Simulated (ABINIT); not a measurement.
# Quasiparticle gap of MgS (F-43m) in ABINIT

How does a plane-wave GW calculation on MgS (F-43m) run from the first input to the gap?

Program: ABINIT 10.8.3. Level of theory: LDA and many-body steps on it, plane waves. Results are calculated unless marked as measured.

This is a report of a sequence of runs, with most program output left out.

## 1. Starting point

Symmetry: F-43m, No. 216, cubic system. The conventional cell has a = 5.666 Å, b = 5.666 Å, c = 5.666 Å, α = 90.00°, β = 90.00°, γ = 90.00°. Mg has 4 S at 2.45 Å nearest. Nearest to S lie 4 Mg at 2.45 Å. Farther neighbours and most contacts between anions are not listed.

The cell and positions are those that the Materials Project relaxed with its own functionals (PBE, PBE+U or r2SCAN), kept fixed. This is not the form that MgS usually takes at ambient conditions.

## 2. Ground state

This step: ABINIT 10.8.3; DFT, LDA, plane waves, norm-conserving pseudopotentials.

The ground-state density comes first.

The input, run.abi:

```
acell 3*1.0 Angstrom
rprim 
  -0.000000000000 2.833120046800 2.833120046800
  2.833120046800 -0.000000000000 2.833120046800
  2.833120046800 2.833120046800 -0.000000000000
ntypat 2
znucl 12 16
natom 2
typat 1 2
xred 
  0.000000000000 0.000000000000 0.000000000000
  0.750000000000 0.750000000000 0.750000000000
pp_dirpath "pseudos"
pseudos "Mg.upf, S.upf"
ecut 38
ngkpt 6 6 6
nshiftk 1
shiftk 0 0 0
kptopt 1
chksymbreak 0
nband 13
occopt 1
tolvrs 1e-10
nstep 60
prtwf 0
optforces 0
optstress 0
indata_prefix "in"
outdata_prefix "out"
tmpdata_prefix "tmp"
```

Run with:

```console
> OMP_NUM_THREADS=1 mpirun -n 4 abinit run.abi > log
```

The job ended after 7.2 s (4 MPI ranks of Arm Neoverse V2, shared host; peak memory 0.32 GiB).

This step gave:

```yaml
total_energy: -1916.8373 eV
gap: 3.165 eV
k_of_the_valence_top: 0, 0, 0
k_of_the_conduction_bottom: 0, 0, 0
least_direct_gap: 3.165 eV
```

The gap is direct, at Γ.

## 3. Bands along the symmetry lines

The cheap functional maps the bands first; the places of the edges decide which points the dearer methods must see.

The input, run.abi:

```
acell 3*1.0 Angstrom
rprim 
  -0.000000000000 2.833120046800 2.833120046800
  2.833120046800 -0.000000000000 2.833120046800
  2.833120046800 2.833120046800 -0.000000000000
ntypat 2
znucl 12 16
natom 2
typat 1 2
xred 
  0.000000000000 0.000000000000 0.000000000000
  0.750000000000 0.750000000000 0.750000000000
pp_dirpath "pseudos"
pseudos "Mg.upf, S.upf"
ecut 38
iscf -2
irdden 1
kptopt 0
nkpt 50
kpt 
  0.00000000 0.00000000 0.00000000
  -0.06250000 -0.06250000 0.00000000
  -0.12500000 -0.12500000 0.00000000
  -0.18750000 -0.18750000 0.00000000
  -0.25000000 -0.25000000 0.00000000
  -0.31250000 -0.31250000 0.00000000
  -0.37500000 -0.37500000 0.00000000
  -0.43750000 -0.43750000 0.00000000
  -0.50000000 -0.50000000 0.00000000
  -0.48437500 -0.48437500 0.03125000
  -0.46875000 -0.46875000 0.06250000
  -0.45312500 -0.45312500 0.09375000
  -0.43750000 -0.43750000 0.12500000
  -0.42187500 -0.42187500 0.15625000
  -0.40625000 -0.40625000 0.18750000
  -0.39062500 -0.39062500 0.21875000
  -0.37500000 -0.37500000 0.25000000
  -0.37500000 0.00000000 0.37500000
  -0.32812500 0.00000000 0.32812500
  -0.28125000 0.00000000 0.28125000
  -0.23437500 0.00000000 0.23437500
  -0.18750000 0.00000000 0.18750000
  -0.14062500 0.00000000 0.14062500
  -0.09375000 0.00000000 0.09375000
  -0.04687500 0.00000000 0.04687500
  0.00000000 0.00000000 0.00000000
  0.00000000 0.00000000 0.06250000
  0.00000000 0.00000000 0.12500000
  0.00000000 0.00000000 0.18750000
  0.00000000 0.00000000 0.25000000
  0.00000000 0.00000000 0.31250000
  0.00000000 0.00000000 0.37500000
  0.00000000 0.00000000 0.43750000
  0.00000000 0.00000000 0.50000000
  -0.06250000 -0.03125000 0.46875000
  -0.12500000 -0.06250000 0.43750000
  -0.18750000 -0.09375000 0.40625000
  -0.25000000 -0.12500000 0.37500000
  -0.31250000 -0.15625000 0.34375000
  -0.37500000 -0.18750000 0.31250000
  -0.43750000 -0.21875000 0.28125000
  -0.50000000 -0.25000000 0.25000000
  -0.50000000 -0.28125000 0.21875000
  -0.50000000 -0.31250000 0.18750000
  -0.50000000 -0.34375000 0.15625000
  -0.50000000 -0.37500000 0.12500000
  -0.50000000 -0.40625000 0.09375000
  -0.50000000 -0.43750000 0.06250000
  -0.50000000 -0.46875000 0.03125000
  -0.50000000 -0.50000000 0.00000000
istwfk *1
nband 15
nbdbuf 2
tolwfr 1e-08
nstep 40
prtwf 0
prtvol 0
indata_prefix "in"
outdata_prefix "out"
tmpdata_prefix "tmp"
```

The job ended after 9.8 s (4 MPI ranks; peak memory 0.3 GiB; 39 s of CPU time).

This step gave:

- gap: 3.165 eV
- k of the valence top: 0, 0, 0
- k of the conduction bottom: 0, 0, 0
- least direct gap: 3.165 eV

The gap is 3.165 eV, as in the run before at this level.

Electronic bands along the path, in eV, zero at the top of the highest filled band; v1 is the highest filled band, c1 the lowest empty one:

| point | v4 | v3 | v2 | v1 | c1 | c2 | c3 | c4 |
| --- | --- | --- | --- | --- | --- | --- | --- | --- |
| Γ | -11.25 | 0.00 | 0.00 | 0.00 | 3.17 | 7.74 | 7.74 | 7.74 |
| halfway | -10.82 | -1.80 | -0.58 | -0.58 | 4.93 | 6.29 | 8.20 | 9.26 |
| X | -10.33 | -2.88 | -1.05 | -1.05 | 3.66 | 5.42 | 10.85 | 12.00 |
| halfway | -10.32 | -2.79 | -1.37 | -1.00 | 3.99 | 5.81 | 10.31 | 11.13 |
| U | -10.34 | -2.55 | -1.92 | -0.83 | 4.62 | 6.77 | 9.33 | 9.96 |
| jump to K | -10.34 | -2.55 | -1.92 | -0.83 | 4.62 | 6.77 | 9.33 | 9.96 |
| halfway | -10.79 | -2.08 | -0.88 | -0.16 | 5.58 | 7.05 | 7.54 | 8.36 |
| Γ | -11.25 | 0.00 | 0.00 | 0.00 | 3.17 | 7.74 | 7.74 | 7.74 |
| halfway | -10.93 | -1.91 | -0.18 | -0.18 | 4.71 | 7.56 | 7.96 | 7.96 |
| L | -10.55 | -3.20 | -0.33 | -0.33 | 4.85 | 7.45 | 7.45 | 8.36 |
| halfway | -10.44 | -2.85 | -1.33 | -0.66 | 5.85 | 6.26 | 8.51 | 8.67 |
| W | -10.32 | -2.36 | -1.88 | -1.36 | 5.35 | 7.70 | 7.98 | 8.30 |
| halfway | -10.32 | -2.70 | -1.39 | -1.22 | 4.35 | 6.14 | 9.79 | 9.94 |
| X | -10.33 | -2.88 | -1.05 | -1.05 | 3.66 | 5.42 | 10.85 | 12.00 |

## 4. Empty states on the mesh, 4×4×4 mesh, 30 bands

The sums over transitions need many empty states on a uniform mesh; this step solves for them.

The input, run.abi:

```
acell 3*1.0 Angstrom
rprim 
  -0.000000000000 2.833120046800 2.833120046800
  2.833120046800 -0.000000000000 2.833120046800
  2.833120046800 2.833120046800 -0.000000000000
ntypat 2
znucl 12 16
natom 2
typat 1 2
xred 
  0.000000000000 0.000000000000 0.000000000000
  0.750000000000 0.750000000000 0.750000000000
pp_dirpath "pseudos"
pseudos "Mg.upf, S.upf"
ecut 38
ngkpt 4 4 4
nshiftk 1
shiftk 0 0 0
kptopt 1
chksymbreak 0
iscf -2
irdden 1
istwfk *1
nband 30
nbdbuf 4
tolwfr 1e-09
nstep 60
prtvol 0
indata_prefix "in"
outdata_prefix "out"
tmpdata_prefix "tmp"
```

The job ended after 4.4 s (4 MPI ranks; peak memory 0.27 GiB).

Numbers from this step:

* gap: 3.165 eV
* k of the valence top: 0, 0, 0
* k of the conduction bottom: 0, 0, 0
* least direct gap: 3.165 eV
* k points computed: 8
* lowest point of the top converged band, above the valence top: 24.34 eV

On this mesh the gap is 3.165 eV.

## 5. Screening, 4×4×4 mesh, 26 bands, screening to 87.1 eV

The RPA dielectric matrix is built and inverted for each q.

This step: RPA screening on LDA, plane waves, norm-conserving pseudopotentials.

run.abi: that of step 4 with these lines changed.

```diff
@@ -20,10 +20,11 @@
 chksymbreak 0
-iscf -2
-irdden 1
 istwfk *1
-nband 30
-nbdbuf 4
-tolwfr 1e-09
-nstep 60
-prtvol 0
+occopt 1
+irdwfk 1
+optdriver 3
+nband 26
+ecuteps 3.2
+inclvkb 2
+awtr 1
+symchi 1
 indata_prefix "in"
```

It took 3.5 s on 4 MPI ranks; peak memory 0.45 GiB; 14 s of CPU time.

This step gave:

```
ε∞ with local fields, on this mesh, along the program's q direction : 4.393
the same without local fields                                       : 5.168
plasma frequency                                                    : 22.02 eV
plane waves in the screening matrix                                 : 65
```

Local fields lower ε∞ by 15 %. On a Γ-centred mesh this coarse the value itself is usually too large, while a short band sum pulls it down.

## 6. Self-energy, 4×4×4 mesh, 26 bands, screening to 87.1 eV

The self-energy is evaluated for the states that the input lists, and the levels follow from it, in one-shot runs by the linearised quasiparticle equation.

This step: G0W0 on LDA, plane waves, norm-conserving pseudopotentials.

run.abi: that of step 5 with these lines changed.

```diff
@@ -23,8 +23,15 @@
 irdwfk 1
-optdriver 3
+optdriver 4
 nband 26
+gwcalctyp 0
+ecutsigx 38
+symsigma 1
+nkptgw 1
+kptgw 
+  0.0000000000 0.0000000000 0.0000000000
+bdgw 
+  6 12
 ecuteps 3.2
-inclvkb 2
-awtr 1
-symchi 1
+irdscr 1
+ppmodel 1
 indata_prefix "in"
```

Run time: 2 s. Hardware: 4 MPI ranks; peak memory 0.16 GiB.

This step gave:

| Item | Value |
| --- | --- |
| G0W0 gap on the points computed | 4.889 eV |
| starting gap on the mesh | 3.165 eV |
| k of the valence top | 0, 0, 0 |
| k of the conduction bottom | 0, 0, 0 |
| Z at the valence top | 0.784 |
| Z at the conduction bottom | 0.821 |
| least direct G0W0 gap on the computed points | 4.889 eV |

The gap on the mesh goes from 3.17 eV to 4.89 eV, a correction of +1.72 eV.

Limits: finite bands, cutoff and mesh; coarse k mesh. v1 is the top filled band, c1 the lowest empty one. The levels before and after the correction (eV, zero at the valence-band top of each column):

|  | conduction bottom | valence top |
| --- | --- | --- |
| Kohn-Sham | 3.17 | 0.00 |
| G0W0 | 4.89 | 0.00 |

|  | level | energy (eV) |
| --- | --- | --- |
| Kohn-Sham | Γ v3-v1 | 0.000 |
| Kohn-Sham | Γ c1 | 3.165 |
| Kohn-Sham | Γ c2-c4 | 7.736 |
| G0W0 | Γ v3-v1 | 0.000 |
| G0W0 | Γ c1 | 4.889 |
| G0W0 | Γ c2-c4 | 10.067 |

## 7. Where the time went

Times are wall times on 4 MPI ranks of Arm Neoverse V2, shared host, good to a factor of about two.

| step | time | share | memory (GiB) |
| --- | --- | --- | --- |
| ground state | 7.2 s | 27 % | 0.32 |
| bands along the symmetry lines | 9.8 s | 36 % | 0.3 |
| empty states on the mesh | 4.4 s | 16 % | 0.27 |
| screening | 3.5 s | 13 % | 0.45 |
| self-energy | 2 s | 8 % | 0.16 |

## 8. What came out

```yaml
lda_gap: 3.17 eV, direct
g0w0_gap_on_the_mesh: 4.89 eV
gw_settings: 4×4×4 mesh, 26 bands, screening to 87.1 eV, Godby-Needs plasmon pole
known_limits: not at the basis limit; coarse k mesh
```

**Reading.** G0W0 moves the gap on the mesh from 3.17 eV to 4.89 eV (+1.72 eV), with Z of 0.78 and 0.82 at the edges. Local fields lower the RPA ε∞ on this mesh from 5.17 to 4.39; a Γ-centred mesh this coarse tends to raise both, most where the direct gap is narrow, while a short band sum lowers them. Only 1 of the mesh's irreducible points was corrected, so a valley elsewhere could overtake. Bands and cutoff are finite, so the gap is not at the basis limit. The miss can reach some tenths of an eV and take either sign; the mesh is an error of its own. In the G0W0 run levels were corrected at 1 k point alone, so a gap called «on the mesh» is the least over those, and an edge elsewhere would be missed. The 4×4×4 mesh is coarse for this cell, which bears on the long-range parts of exchange and screening.

[Paths, hosts, dates, memory and timing lines, banners, echoed tables and standing remarks are left out of the program output.]

[Logs are printed without paths, hosts, clocks, repeated set-up lines and the standing remarks that a program may print on its own settings, such as how far it seeks lower states.]

[Runs of the session that timed out or met a known fault of the program may be left out.]

[Hosts, paths, dates, database ids (printed as entryN), source tags and the programs' standing remarks are cut or masked in the printed files.]

[G0W0 gaps are taken among the corrected bands and points alone; a level outside them can change the order at an edge.]

[Where Ansatz stands beside ABINIT at settings called matched, ABINIT's density can come from a denser mesh and the files from another edition; pairs whose starting gaps differed by over 0.03 eV were left out, so agreement reads better than it is.]
